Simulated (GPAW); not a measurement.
Records of electronic-structure calculations.

**Quasiparticle gap of CuI (Marshite) in GPAW**

It takes space group F-43m (No. 216, cubic). Conventional cell: a = 6.063 Å, b = 6.063 Å, c = 6.063 Å, α = 90.00°, β = 90.00°, γ = 90.00°. Nearest to Cu lie 4 I at 2.63 Å. I has 4 Cu at 2.63 Å nearest. Farther neighbours, and contacts between anions beyond the nearest, are not listed.

| Property | Result |
| --- | --- |
| method | DFT, PBE, plane waves, PAW (and 1 further level or step) |
| program | GPAW 26.7.0 |
| settings | cutoff 600 eV, GPAW PAW setups 1.2.1 data release, 4×4×4 k-mesh, nbands 667 |
| cost | 4 runs, 2.3 min in all on 4 MPI ranks of Arm Neoverse V1, shared host |
| notes | The database entry behind the starting cell differs from other determinations of this structure. The cell and positions come from the Crystallography Open Database and are kept as given unless a step says otherwise. Limits: no spin polarisation; no spin-orbit coupling. |
| PBE gap | 1.14 eV, direct |
| G0W0 gap on the mesh | 1.99 eV |
| GW settings | 4×4×4 mesh, 305 bands, screening to 180 eV, Godby-Needs plasmon pole |
| known limits | short of the basis limit; d shell near the gap, gap tends to lie low; no spin-orbit coupling |

G0W0 moves the gap on the mesh from 1.14 eV to 1.99 eV (+0.85 eV), with Z of 0.74 and 0.81 at the edges. The dearest step here is «screening and self-energy».

[Paths, hosts, dates, memory and timing lines, banners, echoed tables and standing remarks are left out of the program output; an Ansatz launch command may be rebuilt from the run's recorded settings. Measured values are a selection of at most five: reports struck by readers or far from the other reports are left out. None is set beside runs whose start may be inverted or whose files or cutoffs have a known fault.]

[Runs of the session that timed out or met a known fault of the program may be left out.]

[Hosts, paths, dates, database ids (printed as entryN), source tags and the programs' standing remarks are cut or masked in the printed files.]

[Where the starting crystal was built by hand or by swapping elements, it need not be the compound's stable phase.]
